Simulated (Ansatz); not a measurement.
# Grüneisen parameters and expansion of Sr2C (hypothetical, Fm-3m)

Aim: how the vibrations of Sr2C (hypothetical) shift with volume, and the expansion that follows. The crystal structure is hypothetical: it was made by swapping elements on a known structure type.

Main program and level: Ansatz 0.2.0; DFT PBEsol, scalar-relativistic, plane waves, PAW.

Most raw output is cut from this account.

### 1. Set-up

The structure is cubic, space group Fm-3m (No. 225). Conventional cell: a = 7.251 Å, b = 7.251 Å, c = 7.251 Å, α = 90.00°, β = 90.00°, γ = 90.00°. Nearest to Sr lie 4 C at 3.14 Å. Nearest to C lie 8 Sr at 3.14 Å. Farther neighbours are not listed.

### 2. Probe on a coarse mesh

Before spending time, one coarse run tells the gap and the pressure of the starting cell.

input.yaml reads:

```yaml
crystal:
  lattice:
    - [0.0, 3.62562, 3.62562]
    - [3.62562, 0.0, 3.62562]
    - [3.62562, 3.62562, 0.0]
  atoms:
    - { symbol: Sr, position: [0.25, 0.25, 0.25] }
    - { symbol: Sr, position: [0.75, 0.75, 0.75] }
    - { symbol: C, position: [0.0, 0.0, 0.0] }
kpoints:
  mp_grid: { grid: [4, 4, 4] }
hamiltonian:
  xc: pbesol
scf:
  occupations: { method: gaussian, width: 0.1 }
output:
  forces: true
  stress: true
  eigenvalues: true
```

The run is started by

```sh
ansatz run input.yaml --threads 4 --pin off --max-ram 8192MiB --backend cpu --events-out ev --progress --plain --runs-dir out
```

Elapsed: 0.38 s, on 4 threads of Intel Xeon Platinum 8375C at 2.90GHz (Ice Lake), shared host; peak memory 0.38 GiB; 0.97 s of CPU time.

Numbers from this step:

- pressure: -6.395 GPa
- volume per atom: 31.77 Å³
- gap on the k-mesh: 0 eV

The start is under -6.4 GPa at this level and looks like a metal on this mesh.

### 3. Relaxation

Phonons are second derivatives about a minimum, so cell and atoms are relaxed first, inside the symmetry of the start.

input.yaml, the sections that differ from step 2:

```yaml
kpoints:
  mp_grid: { grid: [10, 10, 10] }
output:
  forces: true
  stress: true
  eigenvalues: true
  write_density: true
  write_potential: true
  elf: true
  volumetric_format: npy
relax:
  adjacent_minimum: "off"
  f_tol: 0.005
  max_steps: 80
  cell: { stress_tol: 0.05 }
# crystal, hamiltonian, scf: as in step 2
```

Wall time 6.6 s (4 threads); peak memory 0.49 GiB; 24 s of CPU time.

The steps of the relaxation:

```
step  energy less that of the first step (eV)  largest force component (eV/Å)  pressure (GPa)  volume (Å³)
   1                                   0.0000                          0.0000           -6.39        95.32
   2                                  -0.4363                          0.0000           -3.67        82.05
   3                                  -0.5491                          0.0000            1.42        70.07
   4                                  -0.5581                          0.0000           -0.24        73.04
   5                                  -0.5586                          0.0000           -0.02        72.59
  6*                                  -0.5559                          0.0000           -0.08        72.59
   7                                  -0.5560                          0.0000            0.00        72.43
  8*                                  -0.5559                          0.0000            0.00        72.43
```

Relaxation steps marked * repeat the geometry before them on a plane-wave basis chosen anew for their cell, so energy and pressure can jump there.

The run keeps the 48 symmetry operations that it works with, so distortions that break them were not tested.

```
conventional cell, symmetrised  before  after   change
                         a (Å)   7.251  6.617   -8.7 %
                         b (Å)   7.251  6.617   -8.7 %
                         c (Å)   7.251  6.617   -8.7 %
              volume (Å³/atom)   31.77  24.14  -24.0 %
```

The relaxed structure:

```xyz
3
Lattice="0.0000 3.3085 3.3085 3.3085 0.0000 3.3085 3.3085 3.3085 0.0000" Properties=species:S:1:pos:R:3 pbc="T T T"
Sr    1.6543    1.6543    1.6543
Sr    4.9628    4.9628    4.9628
C     0.0000    0.0000    0.0000
```

This step gave:

```yaml
pressure: -0.002811 GPa
volume_per_atom: 24.14 Å³
```

Valence density in the ac plane of a cell with a along [110], b along [-110] and c along [001] of the cube at fractional y = 0.000, with atoms of Sr and C within 0.2 Å of it. It is the smooth field of the valence electrons, not physical close to the nuclei.

Values in e/Å³, 10 rows by 16 columns, each cell a mean:
```
1.2 0.5 0.2 0.2 0.2 0.2 0.4 1.0 1.2 0.5 0.2 0.2 0.2 0.2 0.4 1.0
0.3 0.2 0.4 1.7 2.0 0.7 0.2 0.3 0.3 0.2 0.4 1.7 2.0 0.7 0.2 0.3
0.1 0.1 0.8 2.4 2.2 1.4 0.1 0.1 0.1 0.1 0.8 2.4 2.2 1.4 0.1 0.1
0.0 0.1 0.3 1.2 1.5 0.5 0.1 0.0 0.0 0.1 0.3 1.2 1.5 0.5 0.1 0.0
0.0 0.0 0.1 0.1 0.1 0.1 0.0 0.0 0.0 0.0 0.1 0.1 0.1 0.1 0.0 0.0
0.0 0.0 0.1 0.2 0.2 0.1 0.0 0.0 0.0 0.0 0.1 0.2 0.2 0.1 0.0 0.0
0.0 0.1 0.4 1.7 2.0 0.8 0.1 0.0 0.0 0.1 0.4 1.7 2.0 0.8 0.1 0.0
0.1 0.1 0.8 2.3 2.2 1.4 0.2 0.1 0.1 0.1 0.8 2.3 2.2 1.4 0.2 0.1
0.5 0.3 0.3 1.2 1.4 0.5 0.2 0.4 0.5 0.3 0.3 1.2 1.4 0.5 0.2 0.4
1.4 0.6 0.2 0.1 0.1 0.1 0.4 1.2 1.4 0.6 0.2 0.1 0.1 0.1 0.4 1.2
```
Columns run along a (9.4 Å), rows up along c (6.6 Å), edges of the conventional cell, whose origin can differ from the input's. Atoms in or near the plane, at fractional coordinates: Sr at (0.25, 0.25), Sr at (0.75, 0.25), Sr at (0.25, 0.75), Sr at (0.75, 0.75), C at (0.00, 0.00), C at (0.50, 0.00).

Electrostatic potential energy in the ac plane of a cell with a along [110], b along [-110] and c along [001] of the cube at fractional y = 0.000, with atoms of Sr and C within 0.2 Å of it. With pseudopotentials it is smooth inside the atoms' cores, unlike the true potential.

Values in eV, 10 rows by 16 columns, each cell a mean:
```
 -29    6    9    4    3    8    9  -18  -29    6    9    4    3    8    9  -18
  11   10   -1  -46  -60   -9    9   11   11   10   -1  -46  -60   -9    9   11
  11    8  -11 -100 -119  -29    6   11   11    8  -11 -100 -119  -29    6   11
  11    9    2  -25  -33   -3    8   10   11    9    2  -25  -33   -3    8   10
  11   10    8    5    5    7   10   11   11   10    8    5    5    7   10   11
  11   10    7    3    2    6    9   11   11   10    7    3    2    6    9   11
  11    9   -2  -46  -60  -10    7   10   11    9   -2  -46  -60  -10    7   10
  12    9  -10 -100 -119  -29    6   11   12    9  -10 -100 -119  -29    6   11
   8   10    3  -24  -33   -2    9    9    8   10    3  -24  -33   -2    9    9
 -46    3   10    6    5    9    9  -30  -46    3   10    6    5    9    9  -30
```
Columns run along a (9.4 Å; values clipped at the 3rd and 97th percentile), rows up along c (6.6 Å), edges of the conventional cell, whose origin can differ from the input's. Atoms in or near the plane, at fractional coordinates: Sr at (0.25, 0.25), Sr at (0.75, 0.25), Sr at (0.25, 0.75), Sr at (0.75, 0.75), C at (0.00, 0.00), C at (0.50, 0.00).

ELF in the ac plane of a cell with a along [110], b along [-110] and c along [001] of the cube at fractional y = 0.000, with atoms of Sr and C within 0.2 Å of it. It is the smooth field of the valence electrons, not physical close to the nuclei.

Values, 10 rows by 16 columns, each cell a mean:
```
0.62 0.74 0.31 0.21 0.26 0.23 0.65 0.68 0.62 0.74 0.31 0.21 0.26 0.23 0.65 0.68
0.74 0.41 0.37 0.75 0.73 0.52 0.30 0.69 0.74 0.41 0.37 0.75 0.73 0.52 0.30 0.69
0.45 0.16 0.62 0.57 0.40 0.76 0.19 0.37 0.45 0.16 0.62 0.57 0.40 0.76 0.19 0.37
0.21 0.09 0.38 0.74 0.77 0.53 0.10 0.18 0.21 0.09 0.38 0.74 0.77 0.53 0.10 0.18
0.21 0.13 0.07 0.11 0.12 0.07 0.10 0.19 0.21 0.13 0.07 0.11 0.12 0.07 0.10 0.19
0.20 0.11 0.09 0.23 0.27 0.13 0.09 0.18 0.20 0.11 0.09 0.23 0.27 0.13 0.09 0.18
0.25 0.10 0.49 0.80 0.75 0.66 0.13 0.20 0.25 0.10 0.49 0.80 0.75 0.66 0.13 0.20
0.53 0.21 0.60 0.56 0.40 0.74 0.19 0.45 0.53 0.21 0.60 0.56 0.40 0.74 0.19 0.45
0.77 0.51 0.31 0.69 0.74 0.40 0.37 0.75 0.77 0.51 0.31 0.69 0.74 0.40 0.37 0.75
0.47 0.76 0.38 0.13 0.12 0.24 0.72 0.61 0.47 0.76 0.38 0.13 0.12 0.24 0.72 0.61
```
Columns run along a (9.4 Å), rows up along c (6.6 Å), edges of the conventional cell, whose origin can differ from the input's. Atoms in or near the plane, at fractional coordinates: Sr at (0.25, 0.25), Sr at (0.75, 0.25), Sr at (0.25, 0.75), Sr at (0.75, 0.75), C at (0.00, 0.00), C at (0.50, 0.00).

The relaxation ends with a pressure of 0.00 GPa.

### 4. A second relaxation

The relaxation is run once more from where the first one ended, as the script does after a large change of volume or of the gap, with mesh and occupations reviewed.

input.yaml, the sections that differ from step 3:

```yaml
crystal:
  lattice:
    - [0.0, 3.3085153963, 3.3085153963]
    - [3.3085153963, 0.0, 3.3085153963]
    - [3.3085153963, 3.3085153963, 0.0]
  atoms:
    - { symbol: Sr, position: [0.25, 0.25, 0.25] }
    - { symbol: Sr, position: [0.75, 0.75, 0.75] }
    - { symbol: C, position: [0.0, 0.0, 0.0] }
kpoints:
  mp_grid: { grid: [12, 12, 12] }
output:
  forces: true
  stress: true
  eigenvalues: true
# hamiltonian, scf, relax: as in step 3
```

The job ended after 2.2 s (4 threads; peak memory 0.47 GiB).

Little changed from the start: no atom moved by 0.005 Å and no cell edge by 0.1 %.

Numbers from this step:

```
pressure : -0.008280 GPa
```

### 5. Tight relaxation

The thresholds are tightened for a last relaxation ahead of the phonons, and where mesh or smearing change with them the cell follows.

input.yaml, the sections that differ from step 4:

```yaml
scf:
  occupations: { method: methfessel_paxton, width: 0.15 }
relax:
  adjacent_minimum: "off"
  f_tol: 0.001
  max_steps: 60
  cell: { stress_tol: 0.01 }
# crystal, kpoints, hamiltonian, output: as in step 4
```

The job ended after 4 s (4 threads; peak memory 0.48 GiB; 14 s of CPU time).

Little changed from the start: no atom moved by 0.005 Å and no cell edge by 0.1 %.

This step gave:

```yaml
pressure: -5.18e-4 GPa
volume_per_atom: 24.12 Å³
```

The residual pressure is -5.2e-4 GPa, small enough for phonons.

### 6. Lattice dynamics at this volume, V/V0 1

The same q-mesh and k-mesh are kept at every volume, so that much of their error can cancel in the differences.

input.yaml reads:

```yaml
crystal:
  lattice:
    - [0.0, 3.3075979524, 3.3075979524]
    - [3.3075979524, 0.0, 3.3075979524]
    - [3.3075979524, 3.3075979524, 0.0]
  atoms:
    - { symbol: Sr, position: [0.25, 0.25, 0.25] }
    - { symbol: Sr, position: [0.75, 0.75, 0.75] }
    - { symbol: C, position: [0.0, 0.0, 0.0] }
kpoints:
  mp_grid: { grid: [12, 12, 12] }
hamiltonian:
  xc: pbesol
scf:
  occupations: { method: methfessel_paxton, width: 0.15 }
output:
  eigenvalues: true
phonons:
  method: dfpt
  qmesh: [4, 4, 4]
  temperatures: { t_max: 1000, t_step: 50 }
  qpath:
    path:
      - [[0.0, 0.0, 0.0], [0.5, 0.0, 0.5], [0.625, 0.25, 0.625]]
      - [[0.375, 0.375, 0.75], [0.0, 0.0, 0.0], [0.5, 0.5, 0.5], [0.5, 0.25, 0.75], [0.5, 0.0, 0.5]]
    npoints: 10
```

It took 4.3 min on 4 threads; peak memory 4.2 GiB; 17 min of CPU time.

This step gave:

```yaml
lowest_frequency_on_the_path: -39.36 cm⁻¹
point_group: m-3m
highest_frequency: 328.4 cm⁻¹
```

No LO-TO term. Phonon branches along the path, in cm⁻¹:

```
    point  branch 1  branch 2  branch 3  branch 4  branch 5  branch 6  branch 7  branch 8  branch 9
        Γ         0         0         0       128       128       128       199       199       199
  halfway        31        31        88       115       126       126       200       200       276
        X       -39        51        51        93        93       162       172       172       328
  halfway       -36        56        57       102       112       162       171       188       325
        U       -21        68        71       117       126       161       166       232       311
jump to K       -21        68        71       117       126       161       166       232       311
  halfway        37        88        91       107       113       138       186       224       279
        Γ         0         0         0       128       128       128       199       199       199
  halfway        62        62        68       122       124       124       203       203       266
        L        96       100       100       116       116       126       192       192       319
  halfway        54        67       102       110       134       147       176       246       300
        W       -18        39       106       106       121       160       178       278       278
  halfway       -32        47        73       107       117       162       175       202       320
        X       -39        51        51        93        93       162       172       172       328
```

Tetrahedra on 16 16 16, mean over bins of 5 cm⁻¹. The phonon density of states by wavenumber; read off at these points:

wavenumber (cm⁻¹), phonon density of states (1/cm⁻¹/cell) and a bar:
```
      -38      0.001 
      -28      0.004 #
      -18      0.003 #
       -8      0.003 
        2      0.003 
       12      0.004 #
       22      0.009 ##
       32      0.020 #####
       42      0.037 ##########
       52      0.044 ###########
       62      0.036 #########
       72      0.035 #########
       82      0.036 #########
       92      0.044 ############
       98      0.056 ###############
      102      0.017 ####
      112      0.068 ##################
      122      0.102 ###########################
      128      0.113 ##############################
      132      0.048 #############
      142      0.023 ######
      148      0.023 ######
      158      0.031 ########
      168      0.013 ###
      178      0.050 #############
      188      0.025 ######
      198      0.025 ######
      202      0.035 #########
      208      0.031 ########
      218      0.016 ####
      228      0.013 ###
      238      0.012 ###
      248      0.011 ###
      258      0.010 ##
      268      0.008 ##
      278      0.005 #
      288      0.016 ####
      298      0.029 ########
      302      0.033 ########
      308      0.024 ######
      318      0.010 ##
      328      0.002
```

The modes has structure finer than the step of the table below, so its rows give means over 10 cm⁻¹, whole bins alone (the curve runs from -48.3 to 347 cm⁻¹). Peaks (cm⁻¹: height): C 123.4: 0.00968, 175.7: 0.0346, 203.1: 0.0301, 230.4: 0.0141, 302.6: 0.0287; Sr 48.8: 0.0451, 81.1: 0.0419, 93.6: 0.0471, 123.4: 0.0954.

Phonopy on the run's constants, 15x15x15 mesh, Gaussian sigma 2.8 cm⁻¹. Modes against wavenumber; means over each step; values in 1/cm⁻¹/cell:

```
wavenumber (cm⁻¹)        C       Sr
              -40        0  0.00113
              -30        0  0.00391
              -20        0  0.00445
              -10        0  0.00289
                0   7.8e-6   9.8e-4
               10   5.3e-5  0.00282
               20   2.2e-4  0.00942
               30   4.9e-4   0.0172
               40   8.2e-4   0.0327
               50   8.0e-4   0.0413
               60   6.5e-4   0.0356
               70   6.6e-4   0.0340
               80   7.0e-4   0.0361
               90   8.2e-4   0.0379
              100  0.00215   0.0376
              110  0.00440   0.0457
              120  0.00861   0.0863
              130  0.00632   0.0718
              140   9.8e-4   0.0247
              150   5.6e-4   0.0235
              160  0.00231   0.0209
              170   0.0192  0.00846
              180   0.0281  0.00848
              190   0.0218  0.00289
              200   0.0273  0.00264
              210   0.0238  0.00198
              220   0.0134   8.8e-4
              230   0.0128   6.3e-4
              240   0.0101   4.7e-4
              250   0.0105   3.8e-4
              260  0.00883   3.1e-4
              270  0.00770   2.5e-4
              280  0.00779   2.5e-4
              290   0.0189   5.1e-4
              300   0.0281   5.9e-4
              310   0.0204   3.1e-4
              320  0.00889   6.0e-5
              330  0.00173   1.3e-6
              340   3.6e-6        0
```

No LO-TO term. The modes at Γ (shares of kinetic energy by element, %):

```
mode  frequency (cm⁻¹)  symmetry  Sr %  C %
   1               0.0       T1u    94    6
   2               0.0       T1u    94    6
   3               0.0       T1u    94    6
   4             127.6       T2g   100    0
   5             127.6       T2g   100    0
   6             127.6       T2g   100    0
   7             199.0       T1u     6   94
   8             199.0       T1u     6   94
   9             199.0       T1u     6   94
```

Displacements in mode 6 (127.6 cm⁻¹), the largest set to 1:
```
Sr1 -0.17  0.06  1.00
Sr2  0.17 -0.06 -1.00
C3   0.00  0.00  0.00
```

Displacements in mode 8 (199.0 cm⁻¹), the largest set to 1:
```
Sr1  0.00 -0.03 -0.07
Sr2  0.00 -0.03 -0.07
C3   0.00  0.42  1.00
```

The lowest solved frequency is -39.4 cm⁻¹, so the cell is unstable here and gives no valid free energy.

### 7. A cell at another volume, V/V0 1.015

Symmetry fixes every atom, so a single point at the scaled cell gives the energy and pressure of this member.

The cell differs from the one that the last finished run ended in (a 4.678 → 4.701 Å, b 4.678 → 4.701 Å, c 4.678 → 4.701 Å).

input.yaml, the sections that differ from step 6:

```yaml
crystal:
  lattice:
    - [0.0, 3.3240539345, 3.3240539345]
    - [3.3240539345, 0.0, 3.3240539345]
    - [3.3240539345, 3.3240539345, 0.0]
  atoms:
    - { symbol: Sr, position: [0.25, 0.25, 0.25] }
    - { symbol: Sr, position: [0.75, 0.75, 0.75] }
    - { symbol: C, position: [0.0, 0.0, 0.0] }
output:
  forces: true
  stress: true
  eigenvalues: true
# kpoints, hamiltonian, scf: as in step 6
# phonons: removed
```

Run time: 0.98 s. Hardware: 4 threads; peak memory 0.44 GiB; 3.2 s of CPU time.

Numbers from this step:

- pressure: -0.5387 GPa
- volume per atom: 24.49 Å³

The run ends at a pressure of -0.54 GPa.

### 8. Lattice dynamics at this volume, V/V0 1.015

input.yaml, the sections that differ from step 7:

```yaml
output:
  eigenvalues: true
phonons:
  method: dfpt
  qmesh: [4, 4, 4]
  temperatures: { t_max: 1000, t_step: 50 }
  qpath:
    path:
      - [[0.0, 0.0, 0.0], [0.5, 0.0, 0.5], [0.625, 0.25, 0.625]]
      - [[0.375, 0.375, 0.75], [0.0, 0.0, 0.0], [0.5, 0.5, 0.5], [0.5, 0.25, 0.75], [0.5, 0.0, 0.5]]
    npoints: 10
# crystal, kpoints, hamiltonian, scf: as in step 7
```

The job ended after 4.3 min (4 threads; peak memory 4.3 GiB; 17 min of CPU time).

The lowest solved frequency is -42.1 cm⁻¹, so the cell is unstable here and gives no valid free energy. The highest zone-centre mode (no LO–TO term) moved by -6.6 % for a volume change of +1.5 %.

### 9. Single point at a scaled cell, V/V0 0.985

The cell differs from the one that the last finished run ended in (a 4.701 → 4.654 Å, b 4.701 → 4.654 Å, c 4.701 → 4.654 Å).

input.yaml, the sections that differ from step 8:

```yaml
crystal:
  lattice:
    - [0.0, 3.2909765766, 3.2909765766]
    - [3.2909765766, 0.0, 3.2909765766]
    - [3.2909765766, 3.2909765766, 0.0]
  atoms:
    - { symbol: Sr, position: [0.25, 0.25, 0.25] }
    - { symbol: Sr, position: [0.75, 0.75, 0.75] }
    - { symbol: C, position: [0.0, 0.0, 0.0] }
output:
  forces: true
  stress: true
  eigenvalues: true
# kpoints, hamiltonian, scf: as in step 8
# phonons: removed
```

Wall time 0.99 s (4 threads); peak memory 0.44 GiB.

The run ends at a pressure of 0.59 GPa.

### 10. Lattice dynamics at this volume, V/V0 0.985

input.yaml, the sections that differ from step 9:

```yaml
output:
  eigenvalues: true
phonons:
  method: dfpt
  qmesh: [4, 4, 4]
  temperatures: { t_max: 1000, t_step: 50 }
  qpath:
    path:
      - [[0.0, 0.0, 0.0], [0.5, 0.0, 0.5], [0.625, 0.25, 0.625]]
      - [[0.375, 0.375, 0.75], [0.0, 0.0, 0.0], [0.5, 0.5, 0.5], [0.5, 0.25, 0.75], [0.5, 0.0, 0.5]]
    npoints: 10
# crystal, kpoints, hamiltonian, scf: as in step 9
```

Elapsed: 4.2 min, on 4 threads; peak memory 4.2 GiB.

The lowest solved frequency is -36.3 cm⁻¹, so the cell is unstable here and gives no valid free energy. The highest zone-centre mode (no LO–TO term) moved by +6.6 % for a volume change of -1.5 %.

(Continued in part 2 of 2.)

[Logs are printed without paths, hosts, clocks, repeated set-up lines and the standing remarks that a program may print on its own settings, such as how far it seeks lower states.]

[Hosts, paths, dates, database ids (printed as entryN), source tags and the programs' standing remarks are cut or masked in the printed files.]

[A step with changed settings may run another functional than the one named; its input shows which.]


